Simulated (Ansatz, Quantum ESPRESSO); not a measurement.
# Al3Os (Pm-3m): zone-centre phonons, part 3 of 3

Aim: the zone-centre modes of Al3Os (Pm-3m).

Quantum ESPRESSO 7.5; DFT PBE, scalar-relativistic, plane waves, SPMS norm-conserving pseudopotentials.

So far, highest optical zone-centre mode (no LO-TO term) (cm⁻¹): step 6 (modes with the sum rule) 367; step 8 (ASR crystal) 367.

The structure was built from a prototype and need not be the compound's stable phase.

## Step 9: The same in Ansatz

The same cell goes through another code, with its own cutoff. It uses its own PAW datasets, so the potentials differ. Its k mesh is centred on Γ.

This step: DFT PBE, scalar-relativistic, plane waves, PAW (Ansatz 0.2.0).

Input file input.yaml:

```yaml
crystal:
  lattice:
    - [3.8697164382, 0.0, 0.0]
    - [0.0, 3.8697164382, 0.0]
    - [0.0, 0.0, 3.8697164382]
  atoms:
    - { symbol: Os, position: [0.0, 0.0, 0.0] }
    - { symbol: Al, position: [0.0, 0.5, 0.5] }
    - { symbol: Al, position: [0.5, 0.0, 0.5] }
    - { symbol: Al, position: [0.5, 0.5, 0.0] }
kpoints:
  mp_grid: { grid: [8, 8, 8] }
hamiltonian:
  xc: pbe
scf:
  occupations: { method: cold, width: 0.27211 }
output:
  eigenvalues: true
phonons:
  method: dfpt
```

Run with:

```
$ ansatz run input.yaml --threads 4 --pin off --max-ram 8192MiB --backend cpu --events-out ev --progress --plain --runs-dir out
```

Numbers of over 12 decimals in the logs are rounded to 6 here.

The program printed:

```text
zone centre: on kpoints.mp_grid the ground state, and the responses unless they are solved on pairs of k-points, stand on 125 of the mesh's 512 k-points, reduced under 8 symmetry operations, with k and −k counted as one. Each operation leaves every solved displacement unchanged or reverses it
Engine: ansatz 0.2.0, aarch64-unknown-linux-gnu
Pseudopotentials: kind: paw
Pseudopotential: Os, paw, valence charge 16, recommended cutoff 420 eV (normal), Os.paw.azcp
Pseudopotential: Al, paw, valence charge 3, recommended cutoff 420 eV (normal), Al.paw.azcp
Functional definition: PBE
  parameter kappa = 0.804
  parameter beta = 0.066725
  exchange = pbe_x(kappa = kappa, mu = beta*pi^2/3)
  correlation = pbe_c(beta = beta)
Crystal: 4 atoms, lattice volume = 57.948 Å³
Basis set: ecut = 420 eV, 1141 PW (Γ), exchange–correlation on 54×54×54 points (8 copies of the dense FFT grid, shifted against one another)
Bands: 17, of which v1, the nominal top of the filled ones, is band 13 counted from 1 (12 counted from 0)
Symmetry: 48 space group operations
k-points: 125 of 512 (irreducible under 8 space group operations)
Non-local potential: Os, projectors of the file, l = 0: 3, l = 1: 2, l = 2: 2, l = 3: 1
Non-local potential: Al, projectors of the file, l = 0: 2, l = 1: 2, l = 2: 1
PAW form: soft (Blöchl's): semilocal exchange-correlation on the pseudo side does not see the compensation charge
PAW one-centre angular grid: Os, 590 points (default); XC on 64 Gauss nodes
PAW one-centre angular grid: Al, 110 points (default); XC on 64 Gauss nodes
Initial density: superposition of atomic densities (neutral atoms: chi_scale 0, normalization atom), corrected by the library's trained network
Initial wavefunctions: pseudopotential atomic-orbital guess
Functional: x = pbe(κ = 0.804, μ = 0.219515), c = pbe(β = 0.066725)
SCF iter   1: F=—  HF=-12997.885522 eV  |F-HF|=—  |Δ(HF+E_count)|=         —  Δρ=1.48e-2  dr2=2.24e-1  ethr=1.77e-3  ⟨swp⟩=5.5  Hψ=11017  notcnv=0
preconditioner: auto → Kerker (q_TF=auto, 2.372 Å⁻¹)  [metal: Δε(μ)=0.015 eV  Ē_g=6.725 eV  σ=0.272 eV  W_gap=0.04  n_scr=18 (ndim 8)  ℏωp=20.1 eV  f_vac=0.000  D(μ)=1.77/eV (n_scr^D=18)]
SCF iter   2: F=—  HF=-12997.856984 eV  |F-HF|=—  |Δ(HF+E_count)|=   2.85e-2  S|Δr|=    0.00e0  Δρ=7.33e-3  dr2=5.58e-2  ethr=8.95e-4  ⟨swp⟩=1.0  Hψ=3125  notcnv=0
SCF iter   3: F=—  HF=-12997.847669 eV  |F-HF|=—  |Δ(HF+E_count)|=   9.31e-3  S|Δr|=    0.00e0  Δρ=7.29e-4  dr2=3.35e-4  ethr=2.23e-4  ⟨swp⟩=2.0  Hψ=2590  notcnv=0
SCF iter   4: F=—  HF=-12997.847679 eV  |F-HF|=—  |Δ(HF+E_count)|=   1.04e-5  S|Δr|=    0.00e0  Δρ=1.08e-4  dr2=4.35e-6  ethr=1.34e-6  ⟨swp⟩=2.6  Hψ=3575  notcnv=0
SCF iter   5: F=—  HF=-12997.847679 eV  |F-HF|=—  |Δ(HF+E_count)|=   6.88e-8  S|Δr|=    0.00e0  Δρ=2.01e-5  dr2=2.69e-7  ethr=1.74e-8  ⟨swp⟩=1.4  Hψ=2489  notcnv=0
SCF iter   6: F=—  HF=-12997.847678 eV  |F-HF|=—  |Δ(HF+E_count)|=   1.26e-6  S|Δr|=    0.00e0  Δρ=3.77e-6  dr2=5.59e-9  ethr=1.08e-9  ⟨swp⟩=2.5  Hψ=3197  notcnv=0
SCF iter   7: F=—  HF=-12997.847678 eV  |F-HF|=—  |Δ(HF+E_count)|=   1.08e-9  S|Δr|=    0.00e0  Δρ=5.87e-7  dr2=3.03e-10  ethr=2.24e-11  ⟨swp⟩=2.1  Hψ=3193  notcnv=0
SCF iter   8: F=-12997.847678 eV  HF=-12997.847678 eV  |F-HF|=5.46e-12  |Δ(HF+E_count)|=  1.82e-11  S|Δr|=    0.00e0  Δρ=6.82e-8  dr2=2.00e-12  ethr=1.00e-12  ⟨swp⟩=4.0  Hψ=8913  notcnv=0
SCF 1 converged in 8 iterations: F = -12997.847678 eV  dr2 = 2.00e-12
  greatest PAW one-centre occupation: 1.000 electrons in one spin orbital (limit 2), on the Os atom at site 0 (counted from 0), in its partial waves of l = 0
DFPT response loops at Γ: preconditioner auto → Kerker (q_TF=auto, 2.372 Å⁻¹) (partly filled bands, converged f_vac=0.000); β = 1.00, the filter's whole step (`scf.mixing.beta` (0.50) is not read by the response loops under this deck's `scf.mixing.preconditioner`; to damp them name `kerker` or `kerker_dos`, under which they read `scf.mixing.beta`, and type it under 1.00, their step now; both keys bind the ground state too); Broyden in place of MSR1
SCF converged after 8 iterations
Stability not checked: this state was not tested for a lower state beside it, because cold or Methfessel-Paxton smearing, or corrected tetrahedra, fill the levels in a way that the test cannot read (fill_not_monotonic; see scf.lower_state_search)
Free energy (F): -12997.847678 eV
Harris-Foulkes:  -12997.847678 eV  (|F-HF|=5.46e-12)
Internal energy: -12997.872618 eV  (E = F + TS)
E sigma→0 (E₀):  -12997.855991 eV
Entropy (-TS):   0.024940 eV (6.235 meV/atom)
Fermi energy:    12.982619 eV
Step filling:    the computed levels leave a gap of 0.0000 eV = 0.0 smearing widths at the electron count; against every level under it full and every level over it empty, smearing changes F+E_penalty+E_count by +7.603 meV and its σ→0 estimate by -0.710 meV
--- Per-component energies (eV) ---
  E_band       = -181.094562
  E_kinetic    = 639.353769
  E_local      = -1742.758547  (includes V_loc(G=0)·N_el)
  E_nonlocal   = 28.438986
  E_hartree    = 744.982828
  E_xc         = -388.673838
  E_vxc        = -374.581120  (∫ρ·V_xc dr)
  E_paw        = -10414.608645  (= ΣΔE_a)
  E_vpaw       = -221.513273  (= ΣTr[D̂ρ^β])
  E_aug_tail   = -0.000079  (compensation charges beyond the density's cutoff)
  E_ewald      = -1864.607093
  E_smearing   = 0.024940  (= −TS)
  E_closure    = 0.000000  (closes the sum)
  Σ components = -12997.847678   (vs F -12997.847678, Δ=0.00e0)
--- Band table (eV; the first three rows and the last of 125) ---
  k-point 0: bands = [... 9 lower, 10.8485, 11.2095, 11.2095, 11.2095, 12.8190, 17.7156, 17.7156, 19.0965]
  k-point 1: bands = [... 9 lower, 10.5129, 11.2402, 11.8035, 11.8035, 13.6783, 17.0378, 17.9948, 18.9362]
  k-point 2: bands = [... 9 lower, 10.7658, 11.3162, 12.6020, 12.6020, 14.6058, 15.9773, 17.8949, 17.8949]
  k-point 124: bands = [... 9 lower, 9.4775, 9.4775, 11.2008, 12.4282, 12.4282, 15.3658, 15.3658, 15.3658]
--- Phonons (Γ-DFPT): 3 representative perturbations + reference, on 125 of 512 k-points (Σ response iterations 9) ---
  k mesh reduced under 8 symmetry operations, with k and −k counted as one. Each operation leaves every solved displacement unchanged or reverses it
  ASR residual: 9.727e-5 → 0.000e0 eV/Å²; symmetrization residual: 4.419e-6 eV/Å²
  ASR residual per site (eV/Å²): 4.27e-5 9.73e-5 9.73e-5 9.73e-5
  Γ frequencies (cm⁻¹): 0.00 0.00 0.00 144.37 144.37 144.37 237.46 237.46 237.46 365.82 365.82 365.82
  non-analytic LO–TO correction: not included (Born effective charges unavailable; polar crystals: no LO–TO splitting at Γ)
```

The job ended after 11 s (4 threads of Arm Neoverse V2, shared host; peak memory 0.65 GiB).

Read from the output:

```yaml
sum_rule_residual_before_enforcement: 9.73e-5 eV/Å²
highest_optical_zone_centre_mode_no_lo_to_term: 365.8 cm⁻¹
lowest_optical_zone_centre_mode: 144.4 cm⁻¹
```

## Step 10: Side by side: QE SPMS and Ansatz, PAW

Numbers from this step:

| Property | Result |
| --- | --- |
| root-mean-square difference | 1.03 cm⁻¹ |
| largest difference | 1.23 cm⁻¹ |

Frequencies side by side, by row:

```tsv
q (reciprocal lattice)	mode	QE SPMS (cm⁻¹)	Ansatz, PAW (cm⁻¹)
0 0 0	1	0	0
0 0 0	2	0	0
0 0 0	3	0	0
0 0 0	4	145.1	144.4
0 0 0	5	145.1	144.4
0 0 0	6	145.1	144.4
0 0 0	7	238.7	237.5
0 0 0	8	238.7	237.5
0 0 0	9	238.7	237.5
0 0 0	10	366.9	365.8
0 0 0	11	366.9	365.8
0 0 0	12	366.9	365.8
```

At the zone centre the largest difference (acoustic modes at Γ apart) is 0.3 % of the highest mode.

## Step 11: Summary of results

```yaml
space_group_after_relaxation: Pm-3m
volume_per_atom: 14.5 Å³
highest_optical_zone_centre_mode_no_lo_to_term: 366.9 cm⁻¹
lowest_optical_zone_centre_mode: 145.1 cm⁻¹
imaginary_optical_modes_at_the_zone_centre_no_q_mesh_in_this_session: none
largest_difference_from_ansatz_paw: 1.23 cm⁻¹
```

What this shows: At the PBE level the optical modes of Al3Os (Pm-3m) at the zone centre run from 145 to 367 cm⁻¹. Of the 9 optical modes, 6 are infrared active alone and 3 are silent. QE SPMS and Ansatz, PAW differ by 1.0 cm⁻¹ in the root mean square and by 1.2 cm⁻¹ at most, 0.3 % of the highest mode compared (acoustic modes at Γ left out); the two use different potentials, and the cell was not relaxed for the second set. These are harmonic frequencies at zero temperature: anharmonic shifts and linewidths and thermal expansion are left out. Spin-orbit coupling is left out, which can matter for the heavy elements here. In a metal the frequencies hang on the k mesh and the smearing, most of all near Kohn anomalies. The runs are without spin polarisation, although the cell has an odd electron count or an open d or f shell, so a magnetic state was not tested. The structure is a hypothetical one, built on a prototype.

[Host names and launcher messages were left out of these logs when they were recorded.]

[Logs are printed without paths, hosts, clocks, repeated set-up lines and the standing remarks that a program may print on its own settings, such as how far it seeks lower states.]

[Hosts, paths, dates, database ids (printed as entryN), source tags and the programs' standing remarks are cut or masked in the printed files.]
